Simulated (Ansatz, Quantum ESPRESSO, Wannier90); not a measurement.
# Ballistic channels from Wannier functions: straight Na chain, spacing 3.07 Å, part 2 of 5

Wanted: localised orbitals and the quantum conductance of this wire: straight Na chain, spacing 3.07 Å.

Quantum ESPRESSO 7.5 and Wannier90 3.1.0; plane-wave DFT, LDA, GBRV ultrasoft pseudopotentials; cross-check by Ansatz 0.2.0 with PAW datasets.

So far. Step 2 (Self-consistent run): The run needed 9 iterations to bring the estimated error under 1e-07 Ry.

## Step 4: Neighbour list from wannier90 -pp

Level of this step: maximally localised Wannier functions and ballistic conductance; plane-wave DFT, LDA, GBRV ultrasoft pseudopotentials (Wannier90).

The .win file sets projections and windows: states in the frozen window are kept exactly, the outer window gives room to disentangle.

wan.win

```
num_wann = 1
num_bands = 11
num_iter = 200
num_print_cycles = 20
conv_tol = 1e-8
conv_window = 5
guiding_centres = true
dis_num_iter = 1500
dis_conv_tol = 1e-8
dis_win_min = -13.3337
dis_win_max = 6.6663
dis_froz_max = -0.8337
search_shells = 120
fermi_energy = -2.3337

transport = true
transport_mode = bulk
one_dim_axis = z
dist_cutoff = 18.31
dist_cutoff_mode = one_dim
tran_win_min = -4.0
tran_win_max = 2.0
tran_energy_step = 0.02

bands_plot = true
bands_num_points = 96
begin kpoint_path
G 0.0 0.0 0.0 Z 0.0 0.0 0.5
end kpoint_path

begin projections
Na:s
end projections

begin unit_cell_cart
ang
  8.0000000000 0.0000000000 0.0000000000
  0.0000000000 8.0000000000 0.0000000000
  0.0000000000 0.0000000000 3.0690000000
end unit_cell_cart

begin atoms_frac
  Na 0.0000000000 0.0000000000 0.0000000000
end atoms_frac

mp_grid = 1 1 12
begin kpoints
  0.0 0.0 0.0000000000
  0.0 0.0 0.0833333333
  0.0 0.0 0.1666666667
  0.0 0.0 0.2500000000
  0.0 0.0 0.3333333333
  0.0 0.0 0.4166666667
  0.0 0.0 0.5000000000
  0.0 0.0 0.5833333333
  0.0 0.0 0.6666666667
  0.0 0.0 0.7500000000
  0.0 0.0 0.8333333333
  0.0 0.0 0.9166666667
end kpoints
```

The run is started by

```sh
OMP_NUM_THREADS=1 wannier90.x -pp wan > wan.pp.log
```

The log of the run:

```text
+---------------------------------------------------+
             |                                                   |
             |                   WANNIER90                       |
             |                                                   |
             +---------------------------------------------------+
             |                                                   |
             |        Welcome to the Maximally-Localized         |
             |        Generalized Wannier Functions code         |
             |                             |
             |                                                   |
             |                                                   |
             |  Wannier90 Developer Group:                       |
             |    Giovanni Pizzi    (EPFL)                       |
             |    Valerio Vitale    (Cambridge)                  |
             |    David Vanderbilt  (Rutgers University)         |
             |    Nicola Marzari    (EPFL)                       |
             |    Ivo Souza         (Universidad del Pais Vasco) |
             |    Arash A. Mostofi  (Imperial College London)    |
             |    Jonathan R. Yates (University of Oxford)       |
             |                                                   |
             |  For the full list of Wannier90 3.x authors,      |
             |  please check the code documentation and the      |
             |  README on the GitHub page of the code            |
             |                                                   |
             |                                                   |
             |  Please cite                                      |
             |                                                   |
             |  [ref] "Wannier90 as a community code:            |
             |        new features and applications",            |
             |        G. Pizzi et al., J. Phys. Cond. Matt. 32,  |
             |        165902 (2020).                             |
             |            |
             |                                                   |
             |  in any publications arising from the use of      |
             |  this code. For the method please cite            |
             |                                                   |
             |  [ref] "Maximally Localized Generalised Wannier   |
             |         Functions for Composite Energy Bands"     |
             |         N. Marzari and D. Vanderbilt              |
             |         Phys. Rev. B 56 12847 (1997)              |
             |                                                   |
             |  [ref] "Maximally Localized Wannier Functions     |
             |         for Entangled Energy Bands"               |
             |         I. Souza, N. Marzari and D. Vanderbilt    |
             |         Phys. Rev. B 65 035109 (2001)             |
             |                                                   |
             |                                                   |
             | Copyright (c) 1996-2020                           |
             |        The Wannier90 Developer Group and          |
             |        individual contributors                    |
             |                                                   |
             |      Release: 3.1.0        5th March    2020      |
             |                                                   |
             | This program is free software; you can            |
             | redistribute it and/or modify it under the terms  |
             | of the GNU General Public License as published by |
             | the Free Software Foundation; either version 2 of |
             | the License, or (at your option) any later version|
             |                                                   |
             | This program is distributed in the hope that it   |
             | will be useful, but WITHOUT ANY WARRANTY; without |
             | even the implied warranty of MERCHANTABILITY or   |
             | FITNESS FOR A PARTICULAR PURPOSE. See the GNU     |
             | General Public License for more details.          |
             |                                                   |
             | You should have received a copy of the GNU General|
             | Public License along with this program; if not,   |
             | write to the Free Software Foundation, Inc.,      |
             | 675 Mass Ave, Cambridge, MA 02139, USA.           |
             |                                                   |
             +---------------------------------------------------+
[date or host left out]
             +---------------------------------------------------+

 ******************************************************************************
 * -> Using CODATA 2006 constant values                                       *
 *    (                      *
 * -> Using Bohr value from CODATA                                            *
 ******************************************************************************

 Running in serial (with parallel executable)

                                    ------
                                    SYSTEM
                                    ------

                              Lattice Vectors (Ang)
                    a_1     8.000000   0.000000   0.000000
                    a_2     0.000000   8.000000   0.000000
                    a_3     0.000000   0.000000   3.069000

                   Unit Cell Volume:     196.41600  (Ang^3)

                        Reciprocal-Space Vectors (Ang^-1)
                    b_1     0.785398   0.000000   0.000000
                    b_2     0.000000   0.785398   0.000000
                    b_3     0.000000   0.000000   2.047307

 *----------------------------------------------------------------------------*
 |   Site       Fractional Coordinate          Cartesian Coordinate (Ang)     |
 +----------------------------------------------------------------------------+
 | Na   1   0.00000   0.00000   0.00000   |    0.00000   0.00000   0.00000    |
 *----------------------------------------------------------------------------*
                                ------------
                                K-POINT GRID
                                ------------

             Grid size =  1 x  1 x 12      Total points =   12

 *---------------------------------- MAIN ------------------------------------*
 |  Number of Wannier Functions               :                 1             |
 |  Number of Objective Wannier Functions     :                 1             |
[...]
|  Write on-site energies <0n|H|0n> to file  :                 F             |
 |  Use guiding centre to control phases      :                 T             |
 |  Use phases for initial projections        :                 F             |
 |  Iterations before starting guiding centres:                 0             |
 |  Iterations between using guiding centres  :                 1             |
 *----------------------------------------------------------------------------*
 *------------------------------- DISENTANGLE --------------------------------*
 |  Using band disentanglement                :                 T             |
 |  Total number of iterations                :              1500             |
 |  Mixing ratio                              :             0.500             |
 |  Convergence tolerence                     :         1.000E-08             |
 |  Convergence window                        :                 3             |
 *----------------------------------------------------------------------------*
 *-------------------------------- PLOTTING ----------------------------------*
 |  Plotting interpolated bandstructure       :                 T             |
 |   Number of K-path sections                :                 1             |
 |   Divisions along first K-path section     :                96             |
 |   Output format                            :           gnuplot             |
 |   Output mode                              :               s-k             |
 *----------------------------------------------------------------------------*
 |   K-space path sections:                                                   |
 |    From: G       0.000  0.000  0.000     To: Z       0.000  0.000  0.500   |
 *----------------------------------------------------------------------------*
 *------------------------------- TRANSPORT ----------------------------------*
 |  Transport mode                            :              bulk             |
 |   Hamiltonian from external files          :                 F             |
 |   System extended in                       :                 z             |
 |   Centre of the unit cell to which WF are translated (fract. coords):      |
 |                                       0.000000,    0.000000,    0.000000   |
 |  Fermi energy (eV)                         :            -2.334             |
 *----------------------------------------------------------------------------*
 Time to read parameters        0.003 (sec)

 *---------------------------------- K-MESH ----------------------------------*
 +----------------------------------------------------------------------------+
 |                    Distance to Nearest-Neighbour Shells                    |
 |                    ------------------------------------                    |
 |          Shell             Distance (Ang^-1)          Multiplicity         |
 |          -----             -----------------          ------------         |
 |             1                   0.170609                      2            |
 |             2                   0.341218                      2            |
 |             3                   0.511827                      2            |
 |             4                   0.682436                      2            |
 |             5                   0.785398                      4            |
 |             6                   0.803715                      8            |
 |             7                   0.853045                      2            |
 |             8                   0.856318                      8            |
 |             9                   0.937452                      8            |
 |            10                   1.023654                      2            |
 |            11                   1.040466                      8            |
 |            12                   1.110721                      4            |
 |            13                   1.123747                      8            |
 |            14                   1.159541                      8            |
 |            15                   1.161951                      8            |
 |            16                   1.194262                      2            |
[...]
|           113                   2.900352                      2            |
 |           114                   2.908057                      8            |
 |           115                   2.909019                      8            |
 |           116                   2.912863                     16            |
 |           117                   2.919966                     16            |
 |           118                   2.947066                      8            |
 |           119                   2.957489                     16            |
 |           120                   2.964676                     16            |
 +----------------------------------------------------------------------------+
 | The b-vectors are chosen automatically                                     |
 | The following shells are used:   1,  5                                     |
 +----------------------------------------------------------------------------+
 |                        Shell   # Nearest-Neighbours                        |
 |                        -----   --------------------                        |
 |                          1               2                                 |
 |                          5               4                                 |
 +----------------------------------------------------------------------------+
 | Completeness relation is fully satisfied [Eq. (B1), PRB 56, 12847 (1997)]  |
 +----------------------------------------------------------------------------+
 |                  b_k Vectors (Ang^-1) and Weights (Ang^2)                  |
 |                  ----------------------------------------                  |
 |            No.         b_k(x)      b_k(y)      b_k(z)        w_b           |
 |            ---        --------------------------------     --------        |
 |             1         0.000000    0.000000    0.170609    17.177760        |
 |             2         0.000000    0.000000   -0.170609    17.177760        |
 |             3         0.785398    0.000000    0.000000     0.810569        |
 |             4         0.000000    0.785398    0.000000     0.810569        |
 |             5         0.000000   -0.785398    0.000000     0.810569        |
 |             6        -0.785398    0.000000    0.000000     0.810569        |
 +----------------------------------------------------------------------------+
 |                           b_k Directions (Ang^-1)                          |
 |                           -----------------------                          |
 |            No.           x           y           z                         |
 |            ---        --------------------------------                     |
 |             1         0.000000    0.000000    0.170609                     |
 |             2         0.785398    0.000000    0.000000                     |
 |             3         0.000000    0.785398    0.000000                     |
 +----------------------------------------------------------------------------+

 Time to get kmesh              0.011 (sec)
 *============================================================================*
 |                              MEMORY ESTIMATE                               |
 |         Maximum RAM allocated during each phase of the calculation         |
 *============================================================================*
 |                        Disentanglement            0.19 Mb                  |
 |                            Wannierise:            0.01 Mb                  |
 |                          plot_wannier:            0.01 Mb                  |
 *----------------------------------------------------------------------------*

 Starting a new Wannier90 calculation ...

 Time to write kmesh            0.014 (sec)

 Exiting... wan.nnkp written.
```

Run time: 0.47 s. Hardware: 1 MPI rank of Arm Neoverse V2, shared host; peak memory 0.09 GiB.

## Step 5: Overlaps and projections

pw2wannier90.x computes the overlaps between neighbouring k-points and the projections.

wan.p2w.in

```
&inputpp
  prefix = 'nscf'
  outdir = './out'
  seedname = 'wan'
  write_mmn = .true.
  write_amn = .true.
  write_unk = .false.
/
```

The run is started by

```sh
OMP_NUM_THREADS=1 mpirun -n 2 pw2wannier90.x -in wan.p2w.in > wan.p2w.out
```

The log of the run:

```text
[banner, memory and clock lines left out]
Program PW2WANNIER v.7.5 starts

          URL

     Reading nscf_save data

     ./out/nscf.save/

     IMPORTANT: XC functional enforced from input :
     Exchange-correlation= PZ
                           (   1   1   0   0   0   0   0)
     Any further DFT definition will be discarded
     Please, verify this is what you really want

     Reading collected, re-writing distributed wavefunctions

      Spin CASE ( default = unpolarized )

  Wannier mode is: standalone

  -----------------
  *** Reading nnkp
  -----------------

  Checking info from wannier.nnkp file

  - Real lattice is ok
  - Reciprocal lattice is ok
  - K-points are ok
  - Number of wannier functions is ok (  1)
  - All guiding functions are given

  Projections:
    0.000000    0.000000    0.000000  0  1  1    1.000000

  Reading data about k-point neighbours

  All neighbours are found

  Opening pp-files

  *** Compute  A projections

  Number of local k points =       12
       1       2       3       4       5       6       7       8       9      10
      11      12
  AMN calculated

  ---------------
  *** Compute  M
  ---------------

  Number of local k points =       12
       1       2       3       4       5       6       7       8       9      10
      11      12
  MMN calculated

  *** Orbital terms are not computed

  *** SHC terms are not computed

  ----------------
  *** Write bands
  ----------------

  *** Plot info is not printed

  *** Parity info is not printed

  ------------
  *** Stop pp
  ------------

     Internal routines:
```

Elapsed: 1.4 s, on 2 MPI ranks; peak memory 0.09 GiB.

(Continued in part 3 of 5.)

[Logs are printed without paths, hosts, clocks, repeated set-up lines and the standing remarks that a program may print on its own settings, such as how far it seeks lower states.]

[Hosts, paths, dates, database ids (printed as entryN), source tags and the programs' standing remarks are cut or masked in the printed files.]

[Maps of the electrostatic potential energy from Ansatz leave out the sawtooth potential of an applied field or a dipole correction, so their vacuum need not be flat; planar profiles and work functions include it.]
